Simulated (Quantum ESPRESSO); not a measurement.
## MnH2O2 (Pyrochroite) with and without spin polarisation

Does MnH2O2 (Pyrochroite) keep a moment from a parallel start?

Calculated with Quantum ESPRESSO 7.5; PBEsol; plane waves with GBRV 1.5 PBEsol potentials, no spin-orbit coupling.

## (1) The structure

Symmetry: P-3m1, No. 164, trigonal system. The conventional cell has a = 3.250 Å, b = 3.250 Å, c = 4.480 Å, α = 90.00°, β = 90.00°, γ = 120.00°. Nearest to Mn lie 6 O at 2.13 Å. Nearest to H lie 1 O at 0.99 Å. Nearest to O lie 1 H at 0.99 Å and 3 Mn at 2.13 Å. Farther neighbours and most contacts between anions are not listed.

The cell comes from the Crystallography Open Database.

## (2) Start 1: ferro +

The signs are those of the starting moments on the seeded atoms, the atoms that are given a moment.

pw.in

```
&CONTROL
  calculation = 'scf'
  prefix = 'pwscf'
  outdir = './tmp'
  pseudo_dir = './pseudo'
  disk_io = 'nowf'
  tprnfor = .true.
  tstress = .true.
/
&SYSTEM
  ibrav = 0
  nat = 5
  ntyp = 3
  ecutwfc = 40
  ecutrho = 280
  nbnd = 25
  occupations = 'smearing'
  smearing = 'fd'
  degauss = 0.00999582
  nspin = 2
  starting_magnetization(1) = 0.3
  starting_magnetization(2) = 0
  starting_magnetization(3) = 0
/
&ELECTRONS
  conv_thr = 1d-08
  electron_maxstep = 150
  mixing_beta = 0.3
/
ATOMIC_SPECIES
Mn     54.9380 mn_pbesol_v1.5.uspp.F.UPF
H       1.0080 h_pbesol_v1.4.uspp.F.UPF
O      15.9990 o_pbesol_v1.2.uspp.F.UPF
CELL_PARAMETERS bohr
   6.1416099050    0.0000000000    0.0000000000
  -3.0708049525    5.3187901979    0.0000000000
   0.0000000000    0.0000000000    8.4659730383
ATOMIC_POSITIONS crystal
Mn      0.0000000000    0.0000000000    0.0000000000
H       0.3333333333    0.6666666667    0.4460000000
H       0.6666666667    0.3333333333    0.5540000000
O       0.3333333333    0.6666666667    0.2260000000
O       0.6666666667    0.3333333333    0.7740000000
K_POINTS automatic
8 8 8 0 0 0
```

Started as:

```console
> OMP_NUM_THREADS=1 mpirun -n 2 pw.x -nk 2 -in pw.in > pw.out
```

Log:

```text
Program PWSCF v.7.5 starts

     Message from routine setup:
     using ibrav=0 with symmetry is DISCOURAGED, use correct ibrav instead

     K-points division:     npool     =       2
     Subspace diagonalization in iterative solution of the eigenvalue problem:

     G-vector sticks info
     --------------------
     sticks:   dense  smooth     PW     G-vecs:    dense   smooth      PW
     Sum         733     421    121                21873     9455    1639

     Using Slab Decomposition

     bravais-lattice index     =            0
     lattice parameter (alat)  =       6.1416  a.u.
     unit-cell volume          =     276.5489 (a.u.)^3
     number of atoms/cell      =            5
     number of atomic types    =            3
     number of electrons       =        29.00
     number of Kohn-Sham states=           25
     kinetic-energy cutoff     =      40.0000  Ry
     charge density cutoff     =     280.0000  Ry
     scf convergence threshold =      1.0E-08
     mixing beta               =       0.3000
     number of iterations used =            8  plain     mixing
     Exchange-correlation= SLA  PW   PSX  PSC
                           (   1   4  10   8   0   0   0)

     celldm(1)=   6.141610  celldm(2)=   0.000000  celldm(3)=   0.000000
     celldm(4)=   0.000000  celldm(5)=   0.000000  celldm(6)=   0.000000

     crystal axes: (cart. coord. in units of alat)
               a(1) = (   1.000000   0.000000   0.000000 )
               a(2) = (  -0.500000   0.866025   0.000000 )
               a(3) = (   0.000000   0.000000   1.378462 )

     reciprocal axes: (cart. coord. in units 2 pi/alat)
               b(1) = (  1.000000  0.577350 -0.000000 )
               b(2) = (  0.000000  1.154701  0.000000 )
               b(3) = (  0.000000 -0.000000  0.725446 )

     PseudoPot. # 1 for Mn read from file:
     mn_pbesol_v1.5.uspp.F.UPF
     Pseudo is Ultrasoft + core correction, Zval = 15.0
     Generated by new atomic code, or converted to UPF format
     Using radial grid of  859 points,  6 beta functions with:
                l(1) =   0
                l(2) =   0
                l(3) =   1
                l(4) =   1
                l(5) =   2
                l(6) =   2
     Q(r) pseudized with  8 coefficients,  rinner =    0.950   0.950   0.950
                                                       0.950   0.950

     PseudoPot. # 2 for H  read from file:
     h_pbesol_v1.4.uspp.F.UPF
     Pseudo is Ultrasoft, Zval =  1.0
     Generated by new atomic code, or converted to UPF format
     Using radial grid of  615 points,  2 beta functions with:
                l(1) =   0
                l(2) =   0
     Q(r) pseudized with  8 coefficients,  rinner =    0.700

     PseudoPot. # 3 for O  read from file:
     o_pbesol_v1.2.uspp.F.UPF
     Pseudo is Ultrasoft + core correction, Zval =  6.0
     Generated by new atomic code, or converted to UPF format
     Using radial grid of  737 points,  5 beta functions with:
                l(1) =   0
                l(2) =   0
                l(3) =   1
                l(4) =   1
                l(5) =   2
     Q(r) pseudized with  8 coefficients,  rinner =    0.900   0.900   0.900
                                                       0.900   0.900

     atomic species   valence    mass     pseudopotential
     Mn               15.00    54.93800     Mn( 1.00)
     H                 1.00     1.00800     H ( 1.00)
     O                 6.00    15.99900     O ( 1.00)

     Starting magnetic structure
     atomic species   magnetization
     Mn              0.300
     H               0.000
     O               0.000

     12 Sym. Ops., with inversion, found

   Cartesian axes

     site n.     atom                  positions (alat units)
         1        Mn     tau(   1) = (   0.0000000   0.0000000   0.0000000  )
         2        H      tau(   2) = (  -0.0000000   0.5773503   0.6147938  )
         3        H      tau(   3) = (   0.5000000   0.2886751   0.7636677  )
         4        O      tau(   4) = (  -0.0000000   0.5773503   0.3115323  )
         5        O      tau(   5) = (   0.5000000   0.2886751   1.0669292  )

     number of k points=    65  Fermi-Dirac smearing, width (Ry)=  0.0100
                       cart. coord. in units 2pi/alat
        k(    1) = (   0.0000000   0.0000000   0.0000000), wk =   0.0019531
        k(    2) = (   0.0000000   0.0000000   0.0906808), wk =   0.0039062
        k(    3) = (   0.0000000   0.0000000   0.1813616), wk =   0.0039062
        k(    4) = (   0.0000000   0.0000000   0.2720424), wk =   0.0039062
        k(    5) = (   0.0000000   0.0000000  -0.3627232), wk =   0.0019531
        [... 60 further k-points ...]

     Dense  grid:    21873 G-vectors     FFT dimensions: (  36,  36,  45)

     Smooth grid:     9455 G-vectors     FFT dimensions: (  25,  25,  36)

     Check: negative core charge=   -0.000036
     Generating pointlists ...
     new r_m :   0.2706 (alat units)  1.6620 (a.u.) for type    1
     new r_m :   0.1251 (alat units)  0.7683 (a.u.) for type    2
     new r_m :   0.1251 (alat units)  0.7683 (a.u.) for type    3

     Initial potential from superposition of free atoms

     starting charge      28.4999, renormalised to      29.0000
     Starting wfcs are   23 randomized atomic wfcs +    2 random wfcs

     Self-consistent Calculation

     iteration #  1     ecut=    40.00 Ry     beta= 0.30
     Davidson diagonalization with overlap
     ethr =  1.00E-02,  avg # of iterations =  5.0

     total energy              =    -277.81707434 Ry
     estimated scf accuracy    <       0.64804976 Ry

     total magnetization       =     4.91 Bohr mag/cell
     absolute magnetization    =     4.91 Bohr mag/cell

     iteration #  2     ecut=    40.00 Ry     beta= 0.30
     Davidson diagonalization with overlap
     ethr =  2.23E-03,  avg # of iterations =  1.6

     total energy              =    -277.93070777 Ry
     estimated scf accuracy    <       0.04990258 Ry

     total magnetization       =     4.98 Bohr mag/cell
     absolute magnetization    =     4.98 Bohr mag/cell

     iteration #  3     ecut=    40.00 Ry     beta= 0.30
     Davidson diagonalization with overlap
     ethr =  1.72E-04,  avg # of iterations =  1.9

     negative rho (up, down):  0.000E+00 1.658E-04

     total energy              =    -277.93625761 Ry
     estimated scf accuracy    <       0.01843879 Ry

     total magnetization       =     4.98 Bohr mag/cell
     absolute magnetization    =     4.98 Bohr mag/cell

     [... further iterations left out ...]

     iteration #  8     ecut=    40.00 Ry     beta= 0.30
     Davidson diagonalization with overlap
     ethr =  2.69E-08,  avg # of iterations =  1.9

     negative rho (up, down):  0.000E+00 5.372E-04

     total energy              =    -277.93785920 Ry
     estimated scf accuracy    <       0.00000059 Ry

     total magnetization       =     4.99 Bohr mag/cell
     absolute magnetization    =     4.99 Bohr mag/cell

     iteration #  9     ecut=    40.00 Ry     beta= 0.30
     Davidson diagonalization with overlap
     ethr =  2.03E-09,  avg # of iterations =  2.0

     negative rho (up, down):  0.000E+00 5.363E-04

     total energy              =    -277.93785949 Ry
     estimated scf accuracy    <       0.00000009 Ry

     total magnetization       =     4.99 Bohr mag/cell
     absolute magnetization    =     4.99 Bohr mag/cell

     iteration # 10     ecut=    40.00 Ry     beta= 0.30
     Davidson diagonalization with overlap
     ethr =  3.08E-10,  avg # of iterations =  2.0

     negative rho (up, down):  0.000E+00 5.362E-04

     total energy              =    -277.93785957 Ry
     estimated scf accuracy    <       0.00000010 Ry

     total magnetization       =     4.99 Bohr mag/cell
     absolute magnetization    =     4.99 Bohr mag/cell

     iteration # 11     ecut=    40.00 Ry     beta= 0.30
     Davidson diagonalization with overlap
     ethr =  3.08E-10,  avg # of iterations =  1.5

     negative rho (up, down):  0.000E+00 5.360E-04

     Magnetic moment per site  (integrated on atomic sphere of radius R)
     atom   1 (R=0.271)  charge= 12.4294  magn=  4.0987
     atom   2 (R=0.125)  charge=  0.3965  magn=  0.0054
     atom   3 (R=0.125)  charge=  0.3965  magn=  0.0054
     atom   4 (R=0.125)  charge=  2.0063  magn=  0.0533
     atom   5 (R=0.125)  charge=  2.0063  magn=  0.0533

     End of self-consistent calculation

     Number of k-points >= 100: set verbosity='high' to print the bands.

     the Fermi energy is     9.2816 ev

!    total energy              =    -277.93785964 Ry
     estimated scf accuracy    <          1.0E-09 Ry
     smearing contrib. (-TS)   =      -0.00063865 Ry
     internal energy E=F+TS    =    -277.93722099 Ry

     The total energy is F=E-TS. E is the sum of the following terms:
     one-electron contribution =    -171.54327641 Ry
     hartree contribution      =      98.28462617 Ry
     xc contribution           =     -42.46070551 Ry
     ewald contribution        =    -162.21786524 Ry

     total magnetization       =     4.99 Bohr mag/cell
     absolute magnetization    =     4.99 Bohr mag/cell

     convergence has been achieved in  11 iterations

     negative rho (up, down):  0.000E+00 5.360E-04

     Forces acting on atoms (cartesian axes, Ry/au):

     atom    1 type  1   force =     0.00000000    0.00000000    0.00000000
     atom    2 type  2   force =     0.00000000   -0.00000000    0.00788275
     atom    3 type  2   force =    -0.00000000    0.00000000   -0.00788275
     atom    4 type  3   force =     0.00000000    0.00000000    0.01805639
     atom    5 type  3   force =    -0.00000000   -0.00000000   -0.01805639

     Total force =     0.027863     Total SCF correction =     0.000081

     Computing stress (Cartesian axis) and pressure

     negative rho (up, down):  0.000E+00 5.360E-04
          total   stress  (Ry/bohr**3)                   (kbar)     P=       74.87
   0.00050569  -0.00000000   0.00000000           74.39       -0.00        0.00
   0.00000000   0.00050569   0.00000000            0.00       74.39        0.00
   0.00000000   0.00000000   0.00051546            0.00        0.00       75.83

=------------------------------------------------------------------------------=
   JOB DONE.
=------------------------------------------------------------------------------=
```

It took 12 s on 2 MPI ranks of AMD EPYC 9B45 (Zen 5), shared host; peak memory 0.26 GiB; 23 s of CPU time.

Spin moment in the atom's sphere by atom:

```
atom  spin moment in the atom's sphere (μB)
 Mn1                                   4.10
  H2                                   0.01
  H3                                   0.01
  O4                                   0.05
  O5                                   0.05
```

Numbers from this step:

```yaml
smearing_term_ts: 0.008689 eV
pressure: 7.487 GPa
magnetization: 4.994 μB
absolute_magnetization: 4.994 μB
final_state: ferromagnetic
```

Spin density in the ac plane at fractional y = 0.333, with atoms of H and O within 0.2 Å of it.

Ten even steps from '0' (0.00 e/Å³) to '9' (0.20 e/Å³), each cell a mean:
```
57996310000002
35764200010001
23442101344100
01221003899510
00100003889510
00000001323200
00000000000000
00000000000000
00000000010000
00000000000000
00000000000000
00000000000000
00000000000000
00000000000000
00000000000000
11111000000000
23332110000001
45664310000012
58986310000012
```
Columns run along a (3.2 Å), rows up along c (4.5 Å). Atoms in or near the plane, at fractional coordinates: H at (0.67, 0.55), O at (0.67, 0.77).

Valence density in the ac plane at fractional y = 0.333, with atoms of H and O within 0.2 Å of it. It is the smooth field of the valence electrons, not physical close to the nuclei.

Ten steps, logarithmic in the rise over the least value, from '_' (0.0 e/Å³) to '@' (6.8 e/Å³), each cell a mean:
```
----------::----========--::
::------::--==++**##**++==--
::::::::::--++##%%@@%%##**==
::::....::--++%%@@@@@@%%**==
::......::--++%%@@@@@@%%**==
::..____..--++##%%@@@@##**==
..______..::==**##%%##**++--
..________..--==**####++--::
__________..::--++****==::..
____________..::==++==--....
__........____..::::::....__
....::::....________________
::::--::::....____________..
::--------::..__________....
----====--::..__________..::
----====--::..__________..::
----====--::....________..::
----==----::..............::
----==----::::::::::::::::::
```
Columns run along a (3.2 Å), rows up along c (4.5 Å). Atoms in or near the plane, at fractional coordinates: H at (0.67, 0.55), O at (0.67, 0.77).

## (3) Run 2 (no spin polarisation)

pw.in: that of step 2 with these lines changed.

```diff
@@ -15,3 +15,3 @@
   ecutrho = 280
-  nbnd = 25
+  nbnd = 23
   occupations = 'smearing'
@@ -19,6 +19,2 @@
   degauss = 0.00999582
-  nspin = 2
-  starting_magnetization(1) = 0.3
-  starting_magnetization(2) = 0
-  starting_magnetization(3) = 0
 /
```

Log:

```text
[banner, memory and clock lines left out]
Program PWSCF v.7.5 starts

     Message from routine setup:
     using ibrav=0 with symmetry is DISCOURAGED, use correct ibrav instead

     bravais-lattice index     =            0
     lattice parameter (alat)  =       6.1416  a.u.
     unit-cell volume          =     276.5489 (a.u.)^3
     number of atoms/cell      =            5
     number of atomic types    =            3
     number of electrons       =        29.00
     number of Kohn-Sham states=           23
     kinetic-energy cutoff     =      40.0000  Ry
     charge density cutoff     =     280.0000  Ry
     scf convergence threshold =      1.0E-08
     mixing beta               =       0.3000
     number of iterations used =            8  plain     mixing
     Exchange-correlation= SLA  PW   PSX  PSC
                           (   1   4  10   8   0   0   0)

     celldm(1)=   6.141610  celldm(2)=   0.000000  celldm(3)=   0.000000
     celldm(4)=   0.000000  celldm(5)=   0.000000  celldm(6)=   0.000000

     crystal axes: (cart. coord. in units of alat)
               a(1) = (   1.000000   0.000000   0.000000 )
               a(2) = (  -0.500000   0.866025   0.000000 )
               a(3) = (   0.000000   0.000000   1.378462 )

     reciprocal axes: (cart. coord. in units 2 pi/alat)
               b(1) = (  1.000000  0.577350 -0.000000 )
               b(2) = (  0.000000  1.154701  0.000000 )
               b(3) = (  0.000000 -0.000000  0.725446 )

     PseudoPot. # 1 for Mn read from file:
     mn_pbesol_v1.5.uspp.F.UPF
     Pseudo is Ultrasoft + core correction, Zval = 15.0

     PseudoPot. # 2 for H  read from file:
     h_pbesol_v1.4.uspp.F.UPF
     Pseudo is Ultrasoft, Zval =  1.0

     PseudoPot. # 3 for O  read from file:
     o_pbesol_v1.2.uspp.F.UPF
     Pseudo is Ultrasoft + core correction, Zval =  6.0

     atomic species   valence    mass     pseudopotential
     Mn               15.00    54.93800     Mn( 1.00)
     H                 1.00     1.00800     H ( 1.00)
     O                 6.00    15.99900     O ( 1.00)

     12 Sym. Ops., with inversion, found

   Cartesian axes

     site n.     atom                  positions (alat units)
         1        Mn     tau(   1) = (   0.0000000   0.0000000   0.0000000  )
         2        H      tau(   2) = (  -0.0000000   0.5773503   0.6147938  )
         3        H      tau(   3) = (   0.5000000   0.2886751   0.7636677  )
         4        O      tau(   4) = (  -0.0000000   0.5773503   0.3115323  )
         5        O      tau(   5) = (   0.5000000   0.2886751   1.0669292  )

     number of k points=    65  Fermi-Dirac smearing, width (Ry)=  0.0100
                       cart. coord. in units 2pi/alat
        k(    1) = (   0.0000000   0.0000000   0.0000000), wk =   0.0039062
        k(    2) = (   0.0000000   0.0000000   0.0906808), wk =   0.0078125
        k(    3) = (   0.0000000   0.0000000   0.1813616), wk =   0.0078125
        k(    4) = (   0.0000000   0.0000000   0.2720424), wk =   0.0078125
        k(    5) = (   0.0000000   0.0000000  -0.3627232), wk =   0.0039062
        [... 60 further k-points ...]

     Dense  grid:    21873 G-vectors     FFT dimensions: (  36,  36,  45)

     Smooth grid:     9455 G-vectors     FFT dimensions: (  25,  25,  36)

     Check: negative core charge=   -0.000036

     Initial potential from superposition of free atoms

     starting charge      28.4999, renormalised to      29.0000
     Starting wfcs are   23 randomized atomic wfcs

     Self-consistent Calculation

     iteration #  1     ecut=    40.00 Ry     beta= 0.30
     Davidson diagonalization with overlap
     ethr =  1.00E-02,  avg # of iterations =  4.4

     total energy              =    -277.59943728 Ry
     estimated scf accuracy    <       0.87407013 Ry

     iteration #  2     ecut=    40.00 Ry     beta= 0.30
     Davidson diagonalization with overlap
     ethr =  3.01E-03,  avg # of iterations =  2.0

     total energy              =    -277.76779778 Ry
     estimated scf accuracy    <       0.34184666 Ry

     [... further iterations left out ...]

     iteration #  9     ecut=    40.00 Ry     beta= 0.30
     Davidson diagonalization with overlap
     ethr =  2.80E-09,  avg # of iterations =  2.0

     total energy              =    -277.80891419 Ry
     estimated scf accuracy    <       0.00000007 Ry

     iteration # 10     ecut=    40.00 Ry     beta= 0.30
     Davidson diagonalization with overlap
     ethr =  2.28E-10,  avg # of iterations =  1.8

     End of self-consistent calculation

     [... lines left out ...]
     the Fermi energy is     8.7052 ev

!    total energy              =    -277.80891507 Ry
     estimated scf accuracy    <          9.1E-09 Ry
     smearing contrib. (-TS)   =      -0.02285616 Ry
     internal energy E=F+TS    =    -277.78605891 Ry

     The total energy is F=E-TS. E is the sum of the following terms:
     one-electron contribution =    -171.26136208 Ry
     hartree contribution      =      97.60946394 Ry
     xc contribution           =     -41.91629553 Ry
     ewald contribution        =    -162.21786524 Ry

     convergence has been achieved in  10 iterations

     Forces acting on atoms (cartesian axes, Ry/au):

     atom    1 type  1   force =     0.00000000    0.00000000    0.00000000
     atom    2 type  2   force =     0.00000000    0.00000000    0.00722061
     atom    3 type  2   force =     0.00000000    0.00000000   -0.00722061
     atom    4 type  3   force =     0.00000000    0.00000000   -0.04879019
     atom    5 type  3   force =     0.00000000    0.00000000    0.04879019

     Total force =     0.069751     Total SCF correction =     0.000402

     Computing stress (Cartesian axis) and pressure

          total   stress  (Ry/bohr**3)                   (kbar)     P=     -163.93
  -0.00131687   0.00000000   0.00000000         -193.72        0.00        0.00
   0.00000000  -0.00131687   0.00000000            0.00     -193.72        0.00
   0.00000000   0.00000000  -0.00070940            0.00        0.00     -104.36
```

Run time: 6 s. Hardware: 2 MPI ranks; peak memory 0.22 GiB; 12 s of CPU time.

Read from the output:

| Item | Value |
| --- | --- |
| smearing term TS | 0.3110 eV |
| pressure | -16.39 GPa |
| final state | non-magnetic (no spin polarisation) |

## (4) The states side by side

An order is kept where moments of 0.15 μB or more survive with the typed signs; meshes match where a doubled cell samples the same k points as the first cell.

Orders:

```
               start    final state  typed order kept  energy over the lowest (meV a seeded atom)  largest site moment (μB)  net moment (μB a cell of the first run)  mesh matched  CPU time (s)
             ferro +  ferromagnetic               yes                                           0                     4.099                                    4.994           yes         23.29
no spin polarisation   non-magnetic                 -                                        1754                         0                                        0           yes         11.66
```

[end of part 1 of 2]

[Logs and program files are shortened in this print: banners, set-up blocks, solver, clock and traceback lines can be left out without a mark of their own.]

[Logs are printed without paths, hosts, clocks, repeated set-up lines and the standing remarks that a program may print on its own settings, such as how far it seeks lower states.]

[Hosts, paths, dates, database ids (printed as entryN), source tags and the programs' standing remarks are cut or masked in the printed files.]

[Where a cell is said to come from a database of computed structures, the database is the Materials Project.]
